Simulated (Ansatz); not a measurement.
# VGe2P4 monolayer in a perpendicular field

Aim: how the VGe2P4 monolayer screens a field along its normal, and what the field does to its bands. A positive field points along +c.

Program: Ansatz 0.2.0. Level of theory: plane-wave DFT, PBE-D3(BJ), Ansatz PAW (set soft_1); PAW set soft_1. Results are calculated unless marked as measured.

## 1. The structure

The cell holds 7 atoms: 4 P, 2 Ge and 1 V. Cell: a = 3.580 Å, b = 3.580 Å, c = 47.951 Å, α = 90.0°, β = 90.0°, γ = 120.0°. Vacuum lies along c.

## 2. Relaxing the slab

The starting cell is a guess, so the in-plane lattice and the atoms are relaxed first, with the slab cut off from its images along the normal.

File input.yaml:

```yaml
crystal:
  lattice:
    - [3.58, 0.0, 0.0]
    - [-1.79, 3.1003709455, 0.0]
    - [0.0, 0.0, 47.9513049691]
  atoms:
    - { symbol: P, position: [0.0, 0.0, 0.4118761734] }
    - { symbol: Ge, position: [0.3333333333, 0.6666666667, 0.4275914764] }
    - { symbol: P, position: [0.3333333333, 0.6666666667, 0.4734713539] }
    - { symbol: V, position: [0.0, 0.0, 0.5], spin: 1.0 }
    - { symbol: P, position: [0.3333333333, 0.6666666667, 0.5265286461] }
    - { symbol: Ge, position: [0.3333333333, 0.6666666667, 0.5724085236] }
    - { symbol: P, position: [0.0, 0.0, 0.5881238266] }
  periodic: [true, true, false]
magnetization:
  spin_polarized: true
kpoints:
  mp_grid: { grid: [12, 12, 1] }
hamiltonian:
  xc: pbe
  dispersion: d3bj
  pseudopotentials: { kind: paw, azcp: { folder: soft_1 } }
scf:
  occupations: { method: fermi_dirac, width: 0.05 }
  convergence: { dr2_threshold: 1.0e-09 }
relax:
  f_tol: 0.004
  max_steps: 90
  cell: {}
output:
  write_potential: true
  write_density: true
  volumetric_format: npy
```

The run is started by

```
ansatz run input.yaml --threads 4 --pin off --max-ram 6144MiB --backend cpu --events-out ev --progress --plain --runs-dir out
```

Numbers of over 12 decimals in the logs are rounded to 6 here.

The program printed:

```text
Warning: relax.cell: scf.convergence.dr2_threshold = 1e-9 eV is looser than the 2.05609826158e-10 eV advised for a relaxation that steers and ends on the stress (1e-10 eV for each atom of the cell: 7, times the square of relax.cell.stress_2d_tol = 0.05 N/m over 18.5 Å (the atoms' height at the walk's start and 5 Å past either face), 2.710e-2 GPa, over a crystal's default 0.05). What an SCF threshold leaves in a stress goes as its square root, and in the free energy as the threshold itself, and one threshold admits the most on a small cell: [figures from the program's tests cut] Set scf.convergence.dr2_threshold to 2.05609826158e-10 eV or tighter. [rest of the remark cut]
Engine: ansatz 0.2.0, x86_64-unknown-linux-gnu
Pseudopotentials: kind: paw
Pseudopotential: P, paw, valence charge 5, recommended cutoff 420 eV (normal), soft_1/P.paw.azcp
Pseudopotential: Ge, paw, valence charge 14, recommended cutoff 420 eV (normal), soft_1/Ge.paw.azcp
Pseudopotential: V, paw, valence charge 13, recommended cutoff 420 eV (normal), soft_1/V.paw.azcp
Functional definition: PBE
  parameter kappa = 0.804
  parameter beta = 0.066725
  exchange = pbe_x(kappa = kappa, mu = beta*pi^2/3)
  correlation = pbe_c(beta = beta)
Crystal: 7 atoms, lattice volume = 532.227 Å³
Basis set: ecut = 420 eV, 10211 PW (Γ), exchange–correlation on 48×48×648 points (8 copies of the dense FFT grid, shifted against one another)
Bands: 38, of which v1, the nominal top of the filled ones, is band 31 counted from 1 (30 counted from 0)
Symmetry: 12 space group operations
Space group: P-6m2 (ITA 187), of the structure as read, at distance tolerance 8.1e-5 Å
Magnetic group: BNS 187.209 (UNI 1439), of the structure as read, at distance tolerance 8.1e-5 Å
k-points: 19 of 144 (time reversal used)
Non-local potential: P, projectors of the file, l = 0: 2, l = 1: 2, l = 2: 1
Non-local potential: Ge, projectors of the file, l = 0: 2, l = 1: 2, l = 2: 3, l = 3: 1
Non-local potential: V, projectors of the file, l = 0: 3, l = 1: 2, l = 2: 3, l = 3: 1
PAW form: soft (Blöchl's): semilocal exchange-correlation on the pseudo side does not see the compensation charge
PAW one-centre angular grid: P, 110 points (default); XC on 64 Gauss nodes
PAW one-centre angular grid: Ge, 590 points (default); XC on 64 Gauss nodes
PAW one-centre angular grid: V, 590 points (default); XC on 64 Gauss nodes
Initial density: superposition of atomic densities (neutral atoms: chi_scale 0, normalization atom)
Starting moments: Σ|m| = 1 μB on 1 of 7 sites
Initial wavefunctions: pseudopotential atomic-orbital guess
Functional: x = pbe(κ = 0.804, μ = 0.219515), c = pbe(β = 0.066725)
SCF iter   1: F=—  HF=-14528.390337 eV  |F-HF|=—  |Δ(HF+E_count)|=         —  Δρ=1.43e-2 (↑1.43e-2 ↓1.29e-2)  dr2=5.30e0  dr2_m=4.74e-2  M=0.716 μB ∫|m|=0.929 μB  β_m=0.30  ethr=3.10e-3  ⟨swp⟩=16.7  Hψ=10775  notcnv=0  defer=6
Mixer restart at iter 1: flushing history
preconditioner: auto → LDOS  [metal: Δε(μ)=0.018 eV  Ē_g=8.116 eV  σ=0.050 eV  W_gap=0.09  n_scr=28 (ndim 8)  ℏωp=9.2 eV  f_vac=0.736  D(μ)=2.42/eV (n_scr^D=12)]
spin=Collinear: LDOS preconditioning applied to the charge; magnetization (m = ρ↑ − ρ↓) channel mixes plain (no charge-response kernel on spin).
SCF iter   2: F=—  HF=-14527.300007 eV  |F-HF|=—  |Δ(HF+E_count)|=    1.09e0  Δρ=8.74e-3 (↑8.74e-3 ↓8.50e-3)  dr2=1.83e0  dr2_m=1.91e-2  M=0.760 μB ∫|m|=0.964 μB  β_m=0.49  ethr=3.10e-3  ⟨swp⟩=3.6  Hψ=2589  notcnv=0  defer=58
SCF iter   3: F=—  HF=-14527.038321 eV  |F-HF|=—  |Δ(HF+E_count)|=   2.62e-1  Δρ=2.59e-3 (↑2.26e-3 ↓2.59e-3)  dr2=1.05e-1  dr2_m=2.52e-3  M=0.801 μB ∫|m|=1.005 μB  β_m=0.59  ethr=2.99e-3  ⟨swp⟩=3.8  Hψ=2634  notcnv=0  defer=58
SCF iter   4: F=—  HF=-14527.072108 eV  |F-HF|=—  |Δ(HF+E_count)|=         —  Δρ=6.27e-4 (↑4.58e-4 ↓6.27e-4)  dr2=2.90e-3  dr2_m=3.65e-4  M=0.827 μB ∫|m|=1.026 μB  β_m=0.59  ethr=1.73e-4  ⟨swp⟩=4.7  Hψ=3633  notcnv=0  defer=45
SCF iter   5: F=—  HF=-14527.074006 eV  |F-HF|=—  |Δ(HF+E_count)|=   1.90e-3  Δρ=3.09e-4 (↑2.78e-4 ↓3.09e-4)  dr2=3.27e-4  dr2_m=2.46e-4  M=0.841 μB ∫|m|=1.040 μB  β_m=0.79  ethr=4.76e-6  ⟨swp⟩=3.3  Hψ=2955  notcnv=0  defer=45
SCF iter   6: F=—  HF=-14527.074812 eV  |F-HF|=—  |Δ(HF+E_count)|=   8.06e-4  Δρ=1.30e-4 (↑1.30e-4 ↓1.20e-4)  dr2=8.55e-5  dr2_m=6.80e-5  M=0.855 μB ∫|m|=1.056 μB  β_m=0.89  ethr=5.36e-7  ⟨swp⟩=3.0  Hψ=3124  notcnv=0  defer=45
SCF iter   7: F=—  HF=-14527.074923 eV  |F-HF|=—  |Δ(HF+E_count)|=   1.12e-4  Δρ=9.42e-5 (↑9.42e-5 ↓4.87e-5)  dr2=1.41e-4  dr2_m=1.85e-5  M=0.861 μB ∫|m|=1.064 μB  β_m=0.85  ethr=1.40e-7  ⟨swp⟩=3.6  Hψ=3384  notcnv=0  defer=45
SCF iter   8: F=—  HF=-14527.074901 eV  |F-HF|=—  |Δ(HF+E_count)|=   2.22e-5  Δρ=1.65e-5 (↑1.25e-5 ↓1.65e-5)  dr2=3.79e-6  dr2_m=5.95e-7  M=0.864 μB ∫|m|=1.068 μB  β_m=0.81  ethr=1.40e-7  ⟨swp⟩=2.8  Hψ=2846  notcnv=0  defer=45
SCF iter   9: F=—  HF=-14527.074902 eV  |F-HF|=—  |Δ(HF+E_count)|=   5.88e-7  Δρ=4.82e-6 (↑4.82e-6 ↓2.96e-6)  dr2=1.01e-7  dr2_m=5.75e-8  M=0.864 μB ∫|m|=1.068 μB  β_m=0.86  ethr=6.21e-9  ⟨swp⟩=3.7  Hψ=3261  notcnv=0  defer=45
SCF iter  10: F=—  HF=-14527.074902 eV  |F-HF|=—  |Δ(HF+E_count)|=   2.59e-7  Δρ=1.56e-6 (↑1.26e-6 ↓1.56e-6)  dr2=2.65e-8  dr2_m=4.31e-9  M=0.864 μB ∫|m|=1.069 μB  β_m=0.85  ethr=1.66e-10  ⟨swp⟩=3.2  Hψ=3206  notcnv=0  defer=45
SCF iter  11: F=—  HF=-14527.074902 eV  |F-HF|=—  |Δ(HF+E_count)|=   1.91e-9  Δρ=8.35e-7 (↑8.35e-7 ↓4.01e-7)  dr2=4.66e-9  dr2_m=1.26e-9  M=0.864 μB ∫|m|=1.069 μB  β_m=0.82  ethr=4.35e-11  ⟨swp⟩=2.9  Hψ=3045  notcnv=0  defer=45
SCF iter  12: F=—  HF=-14527.074902 eV  |F-HF|=—  |Δ(HF+E_count)|=   1.06e-8  Δρ=2.59e-7 (↑2.59e-7 ↓1.75e-7)  dr2=5.77e-10  dr2_m=1.54e-10  M=0.864 μB ∫|m|=1.069 μB  β_m=0.78  ethr=7.64e-12  ⟨swp⟩=3.1  Hψ=3227  notcnv=0  defer=45
SCF iter  13: F=-14527.074902 eV  HF=-14527.074902 eV  |F-HF|=3.46e-11  |Δ(HF+E_count)|=   1.87e-9  Δρ=1.00e-7 (↑1.00e-7 ↓5.75e-8)  dr2=2.81e-11  dr2_m=2.42e-11  M=0.864 μB ∫|m|=1.069 μB  ethr=1.00e-12  ⟨swp⟩=8.2  Hψ=10774  notcnv=0
SCF 1 converged in 13 iterations: F = -14527.074902 eV  dr2 = 2.81e-11
  greatest PAW one-centre occupation: 1.000 electrons in one spin orbital (limit 2), on the V atom at site 3 (counted from 0), in its partial waves of l = 0
relax step   1: F+E_penalty+E_count = -14527.07490195 eV  Δ(F+E_penalty+E_count) = +0.000e0 eV  max|allowed force component| = 3.160e0 eV/Å  Δτ_max = 0.0000 Å  P = +5.800 N/m  Ω = 532.227 Å³  fix = [c, alpha, beta]  reactions: c +0.000 N/m  (13 SCF iters, accepted)
Crystal: 7 atoms, lattice volume = 530.404 Å³
[...]
relax step   5: F+E_penalty+E_count = -14528.47762009 eV  Δ(F+E_penalty+E_count) = -9.212e-4 eV  max|allowed force component| = 5.042e-3 eV/Å  Δτ_max = 0.0111 Å  P = -0.001 N/m  Ω = 513.208 Å³  energy of the carried Pulay correction = +1.487e-3 eV  fix = [c, alpha, beta]  reactions: c -0.000 N/m  (8 SCF iters, accepted)
[...]
relax step   6: F+E_penalty+E_count = -14528.47763617 eV  Δ(F+E_penalty+E_count) = -1.608e-5 eV  max|allowed force component| = 2.681e-4 eV/Å  Δτ_max = 0.0014 Å  P = +0.003 N/m  Ω = 513.108 Å³  energy of the carried Pulay correction = +1.495e-3 eV  fix = [c, alpha, beta]  reactions: c +0.000 N/m  (7 SCF iters, accepted)
Initial wavefunctions: pseudopotential atomic-orbital guess (no wavefunctions were taken with the density)
iter 1 solved again at ethr=1.00e-6 eV; its pass at ethr=3.10e-3 eV (dr2=6.11e-4 eV) is discarded
SCF iter   1: F=—  HF=-14528.476419 eV  |F-HF|=—  |Δ(HF+E_count)|=         —  Δρ=1.31e-5 (↑1.31e-5 ↓1.06e-5)  dr2=3.28e-6  dr2_m=2.60e-8  M=0.775 μB ∫|m|=0.955 μB  β_m=0.65  ethr=1.00e-6  ⟨swp⟩=5.7  Hψ=15780  notcnv=0
preconditioner: auto → LDOS  [metal: Δε(μ)=0.008 eV  Ē_g=7.479 eV  σ=0.050 eV  W_gap=0.04  n_scr=24 (ndim 8)  ℏωp=9.4 eV  f_vac=0.722  D(μ)=1.49/eV (n_scr^D=10)]
spin=Collinear: LDOS preconditioning applied to the charge; magnetization (m = ρ↑ − ρ↓) channel mixes plain (no charge-response kernel on spin).
SCF iter   2: F=—  HF=-14528.476526 eV  |F-HF|=—  |Δ(HF+E_count)|=   1.06e-4  Δρ=6.28e-6 (↑6.28e-6 ↓5.20e-6)  dr2=6.27e-7  dr2_m=3.20e-9  M=0.775 μB ∫|m|=0.955 μB  β_m=0.53  ethr=5.38e-9  ⟨swp⟩=3.8  Hψ=3584  notcnv=0
SCF iter   3: F=—  HF=-14528.476526 eV  |F-HF|=—  |Δ(HF+E_count)|=   3.05e-7  Δρ=2.35e-6 (↑1.81e-6 ↓2.35e-6)  dr2=9.14e-8  dr2_m=1.89e-9  M=0.775 μB ∫|m|=0.955 μB  β_m=0.56  ethr=1.03e-9  ⟨swp⟩=2.7  Hψ=2277  notcnv=0
SCF iter   4: F=—  HF=-14528.476527 eV  |F-HF|=—  |Δ(HF+E_count)|=   5.25e-7  Δρ=1.01e-6 (↑1.01e-6 ↓1.00e-6)  dr2=1.88e-8  dr2_m=1.44e-9  M=0.775 μB ∫|m|=0.955 μB  β_m=0.60  ethr=1.50e-10  ⟨swp⟩=2.8  Hψ=2284  notcnv=0
SCF iter   5: F=—  HF=-14528.476527 eV  |F-HF|=—  |Δ(HF+E_count)|=   2.01e-7  Δρ=5.49e-7 (↑5.02e-7 ↓5.49e-7)  dr2=6.02e-9  dr2_m=5.25e-10  M=0.775 μB ∫|m|=0.955 μB  β_m=0.61  ethr=3.08e-11  ⟨swp⟩=2.9  Hψ=2473  notcnv=0
SCF iter   6: F=—  HF=-14528.476527 eV  |F-HF|=—  |Δ(HF+E_count)|=   7.29e-8  Δρ=2.51e-7 (↑1.95e-7 ↓2.51e-7)  dr2=4.14e-10  dr2_m=1.46e-10  M=0.775 μB ∫|m|=0.955 μB  β_m=0.65  ethr=9.87e-12  ⟨swp⟩=2.6  Hψ=2203  notcnv=0
SCF iter   7: F=-14528.476527 eV  HF=-14528.476527 eV  |F-HF|=1.82e-11  |Δ(HF+E_count)|=   1.69e-8  Δρ=9.83e-8 (↑5.52e-8 ↓9.83e-8)  dr2=2.70e-10  dr2_m=7.91e-12  M=0.775 μB ∫|m|=0.955 μB  ethr=1.00e-12  ⟨swp⟩=11.6  Hψ=11188  notcnv=0
SCF 7 converged in 7 iterations: F = -14528.476527 eV  dr2 = 2.70e-10
relax step   7: F+E_penalty+E_count = -14528.47652698 eV  Δ(F+E_penalty+E_count) = +1.109e-3 eV  max|allowed force component| = 5.054e-4 eV/Å  Δτ_max = 0.0000 Å  P = -0.015 N/m  Ω = 513.108 Å³  fix = [c, alpha, beta]  reactions: c -0.000 N/m  stress off target by 1.53e-2 N/m on what of the cell is left free  SCF on the basis re-selected at this cell (its energy is not comparable with the rows above)  (7 SCF iters)
basis re-selected at this cell: Δ(F+E_penalty+E_count) = +1.109e-3 eV, ΔP = -0.018 N/m vs the last step (what re-selecting the basis moved, of the pressure what is left beyond the Pulay correction that the steps carried, after the strain that the cell walked since its last selection, with what the two solves' SCF thresholds leave and, on support functions, any second-order correction that the steps lacked; it is no m [...]
WARN: The output density's exchange-correlation potential varies sharply where the density is thin. Do not read a vacuum level from v_tot or v_xc, or from such a field of the output density. On a cell that repeats whose density bears no net charge and no dipole along the vacuum's axis use v_es (v_loc + v_h of the components); under efield.dipole_correction with no amplitude use v_es + v_field, which holds any externa [...]
SCF converged after 7 iterations
Magnetization: 0.7748 μB (30.8874 up, 30.1126 down)
Absolute magnetization: 0.9551 μB (∫|ρ↑−ρ↓|, with the PAW one-centre terms)
Spin contamination: 0.0166 ħ² per cell (⟨S²⟩ above its minimum at these occupations)
Per-site moments (μB) at R_I (Å): [(0.00187299, 0.952960), (0.00578197, 0.952960), (-0.029891, 0.961855), (0.636824, 0.997348), (-0.029891, 0.961855), (0.00578197, 0.952960), (0.00187299, 0.952960)]
Free energy (F): -14528.476527 eV
Harris-Foulkes:  -14528.476527 eV  (|F-HF|=1.82e-11)
Internal energy: -14528.464193 eV  (E = F + TS)
E sigma→0 (E₀):  -14528.470360 eV
Entropy (-TS):   -0.012334 eV (-1.762 meV/atom)
Fermi energy:    -5.467537 eV
--- Per-component energies (eV) ---
  E_band       = -1341.964729
  E_kinetic    = 756.147375
  E_local      = -267059.666833  (includes V_loc(G=0)·N_el)
  E_nonlocal   = 649.611186
  E_hartree    = 132830.748663
  E_xc         = -549.369723
  E_vxc        = -519.092498  (∫ρ·V_xc dr)
  E_paw        = -7387.574413  (= ΣΔE_a)
  E_vpaw       = -830.466510  (= ΣTr[D̂ρ^β])
  E_aug_tail   = 0.001062  (compensation charges beyond the density's cutoff)
  E_ewald      = 126233.958108
  E_disp       = -2.319617  (pairwise vdW)
  E_smearing   = -0.012334  (= −TS)
  E_closure    = -0.000000  (closes the sum)
  Σ components = -14528.476527   (vs F -14528.476527, Δ=0.00e0)
--- Forces (eV/Å), atoms counted from 1 ---
  atom   1  P      0.00000000    -0.00000000    -0.00050536
  atom   2  Ge    -0.00000000     0.00000000     0.00013431
  atom   3  P      0.00000000    -0.00000000    -0.00048051
  atom   4  V      0.00000000    -0.00000000     0.00000000
  atom   5  P      0.00000000    -0.00000000     0.00048051
  atom   6  Ge     0.00000000     0.00000000    -0.00013431
  atom   7  P      0.00000000    -0.00000000     0.00050536
  max |Σ_I F_I| component: 4.26e-16 eV/Å
--- 2D stress c σ (N/m, compression-positive) ---
       -0.015255       0.000000       0.000000
        0.000000      -0.015255       0.000000
        0.000000       0.000000       0.000000
  P = ½ c Tr σ = -0.0153 N/m
--- Band table (eV; the first three rows and the last of 38) ---
  k-point 0 ↑: bands = [... 27 lower, -5.7770, -5.7061, -5.7061, -5.3258, -2.6365, -2.6365, -2.5399, -2.4652, ... 3 higher]
  k-point 1 ↑: bands = [... 27 lower, -5.9789, -5.9034, -5.8803, -5.3254, -2.9149, -2.8374, -2.5519, -2.5232, ... 3 higher]
  k-point 2 ↑: bands = [... 27 lower, -6.4217, -6.2403, -6.0076, -5.4720, -3.4138, -3.3058, -2.8843, -2.3737, ... 3 higher]
  k-point 18 ↓: bands = [... 27 lower, -7.7955, -6.9101, -6.2691, -4.8678, -4.1652, -3.9571, -3.4511, -3.1460, ... 3 higher]
  the weakly bound empty levels are not read free of the cell's end (no_gap_told)
--- Relaxed structure (6 steps of the walk, 6 accepted, 1 SCFs on fresh bases) ---
  F+E_penalty+E_count = -14528.47652698 eV   max|allowed force component| = 5.054e-4 eV/Å   (the final SCF, on the basis selected at the relaxed cell)
  cell:  # Å, volume = 513.1076 Å³
    - [3.515108, 0, 0.0]
    - [-1.757554, 3.044173, 0.0]
    - [0.0, 0.0, 47.9513049691]
  atoms:
    - { symbol: P, position: [1.0573552618555e-17, -5.135725556199064e-17, 0.400946] }
    - { symbol: Ge, position: [0.333333, 0.666667, 0.423965] }
    - { symbol: P, position: [0.333333, 0.666667, 0.472593] }
    - { symbol: V, position: [1.0573552618554981e-17, -5.135725556199064e-17, 0.5] }
    - { symbol: P, position: [0.333333, 0.666667, 0.527407] }
    - { symbol: Ge, position: [0.333333, 0.666667, 0.576035] }
    - { symbol: P, position: [1.0573552618555e-17, -5.135725556199064e-17, 0.599054] }
```

It took 4.3 min on 4 threads of Intel Xeon Platinum 8259CL at 2.50GHz (Skylake/Cascade Lake), shared host; peak memory 1.3 GiB; 16 min of CPU time.

The steps of the relaxation:

| step | energy less that of the first step (eV) | largest force component (eV/Å) | volume (Å³) |
| --- | --- | --- | --- |
| 1 | 0.0000 | 3.1599 | 532.23 |
| 2 | -0.9687 | 1.5372 | 530.40 |
| 3 | -1.3183 | 0.4711 | 521.83 |
| 4 | -1.4018 | 0.0765 | 513.66 |
| 5 | -1.4027 | 0.0050 | 513.21 |
| 6 | -1.4027 | 0.0003 | 513.11 |
| 7* | -1.4016 | 0.0005 | 513.11 |

Relaxation steps marked * repeat the geometry before them on a plane-wave basis chosen anew for their cell, so energy and pressure can jump there.

The run keeps the 12 symmetry operations that it works with, so distortions that break them were not tested.

| cell as run | before | after | change |
| --- | --- | --- | --- |
| a (Å) | 3.580 | 3.515 | -1.8 % |
| b (Å) | 3.580 | 3.515 | -1.8 % |

The atoms that moved most (Å, along periodic axes as changes of fractional coordinates times the final cell, across vacuum about the mean position):

| atom | dx | dy | dz | length |
| --- | --- | --- | --- | --- |
| P1 | 0.000 | 0.000 | -0.524 | 0.524 |
| P7 | 0.000 | 0.000 | 0.524 | 0.524 |
| Ge6 | 0.000 | 0.000 | 0.174 | 0.174 |
| Ge2 | 0.000 | 0.000 | -0.174 | 0.174 |
| P5 | 0.000 | 0.000 | 0.042 | 0.042 |
| P3 | 0.000 | 0.000 | -0.042 | 0.042 |

Numbers from this step:

```
energy at zero smearing : -14528.4704 eV
total moment            : 0.7748 μB
site moments            : 0.001873, 0.005782, -0.02989, 0.6368, -0.02989, 0.005782, 0.001873 μB
```

Site moment by atom:

| atom | site moment (μB) |
| --- | --- |
| P1 | 0.002 |
| Ge2 | 0.006 |
| P3 | -0.030 |
| V4 | 0.637 |
| P5 | -0.030 |
| Ge6 | 0.006 |
| P7 | 0.002 |

The lattice constant a goes from 3.580 to 3.515 Å.

[end of part 1 of 2]

[Logs are printed without paths, hosts, clocks, repeated set-up lines and the standing remarks that a program may print on its own settings, such as how far it seeks lower states.]

[Hosts, paths, dates, database ids (printed as entryN), source tags and the programs' standing remarks are cut or masked in the printed files.]

[Maps of the electrostatic potential energy from Ansatz leave out the sawtooth potential of an applied field or a dipole correction, so their vacuum need not be flat; planar profiles and work functions include it.]
